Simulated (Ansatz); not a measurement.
# G0W0 on several functionals: ZnSe (Stilleite)

How much of the starting functional survives in the G0W0 gap of ZnSe (Stilleite)?

Program: Ansatz 0.2.0. Level of theory: G0W0 on several functionals, plane waves, PAW. Results are calculated unless marked as measured.

This is a report of a sequence of runs, with most program output left out.

In doubt: masses and optical values from hybrid runs of this build are listed as unsure (steps 5, 6, 7), which bears on the screening that GW takes from such a start.

### Step 1. The structure

Symmetry: F-43m, No. 216, cubic system. Conventional cell: a = 5.668 Å, b = 5.668 Å, c = 5.668 Å, α = 90.00°, β = 90.00°, γ = 90.00°. Zn has 4 Se at 2.45 Å nearest. Se has 4 Zn at 2.45 Å nearest. Farther neighbours and most contacts between anions are not listed.

The cell and positions come from the Crystallography Open Database and are kept as given unless a step says otherwise.

### Step 2. G0W0 on LDA

G0W0 replaces the xc potential by the self-energy, built once from these orbitals. Only a window of levels is corrected, while the sums run over the empty bands that the input names. This step takes PAW set soft_1 files.

This step: G0W0 on LDA, plane waves, PAW; PAW set soft_1.

input.yaml

```yaml
crystal:
  lattice:
    - [0.0, 2.8338, 2.8338]
    - [2.8338, 0.0, 2.8338]
    - [2.8338, 2.8338, 0.0]
  atoms:
    - { symbol: Zn, position: [0.0, 0.0, 0.0] }
    - { symbol: Se, position: [0.25, 0.25, 0.25] }
kpoints:
  mp_grid: { grid: [6, 6, 6] }
hamiltonian:
  xc: lda
  pseudopotentials: { kind: paw, azcp: { folder: soft_1 }, xc_functional: pbe }
scf:
  occupations: { method: fixed }
gw:
  n_empty_bands: 103
  ecut_chi: 100
  qp_bands: [v2, c2]
  qp_kpoints: band_edges
  screening: { model: contour_deformation }
```

Command:

```console
$ ansatz run input.yaml --threads 3 --pin off --max-ram 92160MiB --backend cuda --events-out ev --progress --plain --runs-dir out --devices 1 --max-vram 13GiB
```

Elapsed: 15 s, on 1 × NVIDIA H100 80GB HBM3 (shared by 6 runs) with 3 threads of AMD EPYC 7R13 (Zen 3), shared host; peak memory 1.1 GiB; 12 s of CPU time.

This step gave:

```
bands summed                                 : 117
RPA ε∞ on this mesh (eigenvalues)            : 10.61, 10.61, 10.61
plane waves in the screening matrix          : 113
q-points in the mesh                         : 216
G0W0 gap on the mesh                         : 2.234 eV
k of the valence top                         : 0, 0, 0
k of the conduction bottom                   : 0, 0, 0
starting gap on the mesh                     : 1.026 eV
Z at the valence top                         : 0.7548
Z at the conduction bottom                   : 0.7819
least direct G0W0 gap on the computed points : 2.234 eV
```

The gap on the mesh goes from 1.03 eV to 2.23 eV, a correction of +1.21 eV. Between the two edge states, bare exchange in place of the xc potential would open the gap by 7.03 eV, and correlation takes back 5.82 eV.

### Step 3. G0W0 on PBE

One-shot GW remembers its start. Another functional's orbitals and levels show by how much.

This step: G0W0 on PBE, plane waves, PAW; PAW set soft_1.

input.yaml, as its differences from that of step 2:

```diff
@@ -11,4 +11,4 @@
 hamiltonian:
-  xc: lda
-  pseudopotentials: { kind: paw, azcp: { folder: soft_1 }, xc_functional: pbe }
+  xc: pbe
+  pseudopotentials: { kind: paw, azcp: { folder: soft_1 } }
 scf:
```

Elapsed: 20 s, on 1 × NVIDIA H100 80GB HBM3 (shared by 6 runs) with 3 threads; peak memory 1.1 GiB.

Numbers from this step:

| Quantity | Value |
| --- | --- |
| bands summed | 117 |
| RPA ε∞ on this mesh (eigenvalues) | 8.529, 8.529, 8.529 |
| plane waves in the screening matrix | 113 |
| q-points in the mesh | 216 |
| G0W0 gap on the mesh | 2.398 eV |
| k of the valence top | 0, 0, 0 |
| k of the conduction bottom | 0, 0, 0 |
| starting gap on the mesh | 1.283 eV |
| Z at the valence top | 0.7644 |
| Z at the conduction bottom | 0.7918 |
| least direct G0W0 gap on the computed points | 2.398 eV |

Against the run with 6×6×6 mesh, 103 empty bands, screening to 100 eV, PAW set soft_1 files on LDA, the gap moves by +0.16 eV, while the start moved by +0.26 eV.

### Step 4. G0W0 on r2SCAN

This step: G0W0 on r2SCAN, plane waves, PAW; PAW set soft_1.

input.yaml, as its differences from that of step 3:

```diff
@@ -11,3 +11,3 @@
 hamiltonian:
-  xc: pbe
+  xc: r2scan
   pseudopotentials: { kind: paw, azcp: { folder: soft_1 } }
```

It took 14 s on 1 × NVIDIA H100 80GB HBM3 (shared by 6 runs) with 3 threads; peak memory 1.2 GiB; 13 s of CPU time.

Numbers from this step:

| Quantity | Value |
| --- | --- |
| bands summed | 117 |
| RPA ε∞ on this mesh (eigenvalues) | 6.482, 6.482, 6.482 |
| plane waves in the screening matrix | 113 |
| G0W0 gap on the mesh | 2.696 eV |
| k of the valence top | 0, 0, 0 |
| k of the conduction bottom | 0, 0, 0 |
| starting gap on the mesh | 1.858 eV |
| least direct G0W0 gap on the computed points | 2.696 eV |

Against the run with 6×6×6 mesh, 103 empty bands, screening to 100 eV, PAW set soft_1 files on PBE, the gap moves by +0.30 eV, while the start moved by +0.57 eV.

### Step 5. G0W0 on HSE06

This step: G0W0 on HSE06, plane waves, PAW; PAW set soft_1.

input.yaml, as its differences from that of step 4:

```diff
@@ -11,3 +11,3 @@
 hamiltonian:
-  xc: r2scan
+  xc: hse06
   pseudopotentials: { kind: paw, azcp: { folder: soft_1 } }
```

Run time: 32 s. Hardware: 1 × NVIDIA H100 80GB HBM3 (shared by 6 runs) with 3 threads; peak memory 1.4 GiB; 29 s of CPU time.

Numbers from this step:

```yaml
bands_summed: 117
rpa_eps_infinity_on_this_mesh_eigenvalues: 5.498, 5.498, 5.498
plane_waves_in_the_screening_matrix: 113
g0w0_gap_on_the_mesh: 2.959 eV
k_of_the_valence_top: 0, 0, 0
k_of_the_conduction_bottom: 0, 0, 0
starting_gap_on_the_mesh: 2.413 eV
least_direct_g0w0_gap_on_the_computed_points: 2.959 eV
```

Against the run with 6×6×6 mesh, 103 empty bands, screening to 100 eV, PAW set soft_1 files on r2SCAN, the gap moves by +0.26 eV, while the start moved by +0.55 eV.

### Step 6. G0W0 on PBE0

This step: G0W0 on PBE0, plane waves, PAW; PAW set soft_1.

input.yaml, as its differences from that of step 5:

```diff
@@ -11,3 +11,3 @@
 hamiltonian:
-  xc: hse06
+  xc: pbe0
   pseudopotentials: { kind: paw, azcp: { folder: soft_1 } }
```

The job ended after 29 s (1 × NVIDIA H100 80GB HBM3 (shared by 6 runs) with 3 threads; peak memory 1.4 GiB; 32 s of CPU time).

This step gave:

* bands summed: 117
* RPA ε∞ on this mesh (eigenvalues): 4.960, 4.960, 4.960
* plane waves in the screening matrix: 113
* G0W0 gap on the mesh: 3.145 eV
* k of the valence top: 0, 0, 0
* k of the conduction bottom: 0, 0, 0
* starting gap on the mesh: 3.036 eV
* least direct G0W0 gap on the computed points: 3.145 eV

Against the run with 6×6×6 mesh, 103 empty bands, screening to 100 eV, PAW set soft_1 files on HSE06, the gap moves by +0.19 eV, while the start moved by +0.62 eV.

### Step 7. G0W0 on Hartree-Fock

This step: G0W0 on Hartree-Fock, plane waves, PAW; PAW set soft_1.

input.yaml, as its differences from that of step 6:

```diff
@@ -11,3 +11,3 @@
 hamiltonian:
-  xc: pbe0
+  xc: hf
   pseudopotentials: { kind: paw, azcp: { folder: soft_1 } }
```

The job ended after 37 s (1 × NVIDIA H100 80GB HBM3 (shared by 6 runs) with 3 threads; peak memory 1.4 GiB; 35 s of CPU time).

This step gave:

| Property | Result |
| --- | --- |
| bands summed | 117 |
| RPA ε∞ on this mesh (eigenvalues) | 2.700, 2.700, 2.700 |
| plane waves in the screening matrix | 113 |
| G0W0 gap on the mesh | 4.933 eV |
| k of the valence top | 0, 0, 0 |
| k of the conduction bottom | 0, 0, 0 |
| starting gap on the mesh | 8.990 eV |
| least direct G0W0 gap on the computed points | 4.933 eV |

Against the run with 6×6×6 mesh, 103 empty bands, screening to 100 eV, PAW set soft_1 files on PBE0, the gap moves by +1.79 eV, while the start moved by +5.95 eV.

### Step 8. Side by side

All on the 6×6×6 mesh with 103 empty bands and screening to 100 eV. Times are wall times on 1 × NVIDIA H100 80GB HBM3 (shared by 6 runs) with 3 threads of AMD EPYC 7R13 (Zen 3), shared host, good to a factor of about two.

```csv
start,starting gap (eV),shift (eV),G0W0 gap (eV),RPA ε∞ (harmonic mean),"Z (valence, conduction)",time
LDA,1.03,+1.21,2.23,10.61,"0.75, 0.78",15 s
PBE,1.28,+1.11,2.40,8.53,"0.76, 0.79",20 s
r2SCAN,1.86,+0.84,2.70,6.48,"0.78, 0.81",14 s
HSE06,2.41,+0.55,2.96,5.50,"0.80, 0.82",32 s
PBE0,3.04,+0.11,3.14,4.96,"0.81, 0.84",29 s
Hartree-Fock,8.99,−4.06,4.93,2.70,"0.89, 0.90",37 s
```

The parts of the quasiparticle energy at the two band edges (eV; QP = start + Σx + Σc − Vxc):

```csv
run,edge,start,Σx,Σc,Vxc,Z,QP
LDA,valence top,6.22,-21.67,2.13,-19.10,0.75,5.77
LDA,conduction bottom,7.25,-9.94,-3.69,-14.39,0.78,8.01
PBE,valence top,6.54,-21.81,2.23,-18.89,0.76,5.85
PBE,conduction bottom,7.83,-9.81,-3.60,-13.83,0.79,8.25
r2SCAN,valence top,6.23,-21.97,2.16,-19.34,0.78,5.76
r2SCAN,conduction bottom,8.09,-9.48,-3.62,-13.47,0.81,8.45
HSE06,valence top,5.90,-20.84,1.88,-18.68,0.80,5.62
HSE06,conduction bottom,8.31,-9.21,-3.56,-13.03,0.82,8.58
```

For a hybrid start, Vxc holds its share of exact exchange.

### Step 9. Summary of results

- G0W0@LDA: 2.23 eV (start 1.03 eV)
- G0W0@PBE: 2.40 eV (start 1.28 eV)
- G0W0@r2SCAN: 2.70 eV (start 1.86 eV)
- G0W0@HSE06: 2.96 eV (start 2.41 eV)
- G0W0@PBE0: 3.14 eV (start 3.04 eV)
- G0W0@Hartree-Fock: 4.93 eV (start 8.99 eV)
- known limits: not at the basis limit; no spin-orbit coupling

**Reading.** The starting gaps span 7.96 eV and the G0W0 gaps 2.70 eV. Between LDA and Hartree-Fock, 2.70 eV of the 7.96 eV survives, 34 %. Hartree-Fock screens less than LDA (ε∞ 2.70 against 10.61). Of the 2.70 eV by which its G0W0 gap is higher, the correlation part gives +1.70 eV, and exchange with the one-particle terms, which follow the orbitals, +1.00 eV. On Hartree-Fock the correction is negative: that start lies above its own G0W0 value. The smallest correction, +0.11 eV, is on PBE0, the start nearest to reproducing itself. Bands and cutoff are finite, so the gap is not at the basis limit. The miss can reach some tenths of an eV and take either sign; the mesh is an error of its own. The program warns that the mesh is coarse for exact exchange, which bears on the hybrid start's gap. The many-body steps are scalar-relativistic: spin-orbit coupling is not in them.

[Paths, hosts, dates, memory and timing lines, banners, echoed tables and standing remarks are left out of the program output.]

[Logs are printed without paths, hosts, clocks, repeated set-up lines and the standing remarks that a program may print on its own settings, such as how far it seeks lower states.]

[Runs of the session that timed out or met a known fault of the program may be left out.]

[Cells called generated may have been cut or substituted from an entry of the Crystallography Open Database or the Materials Project.]

[Hosts, paths, dates, database ids (printed as entryN), source tags and the programs' standing remarks are cut or masked in the printed files.]
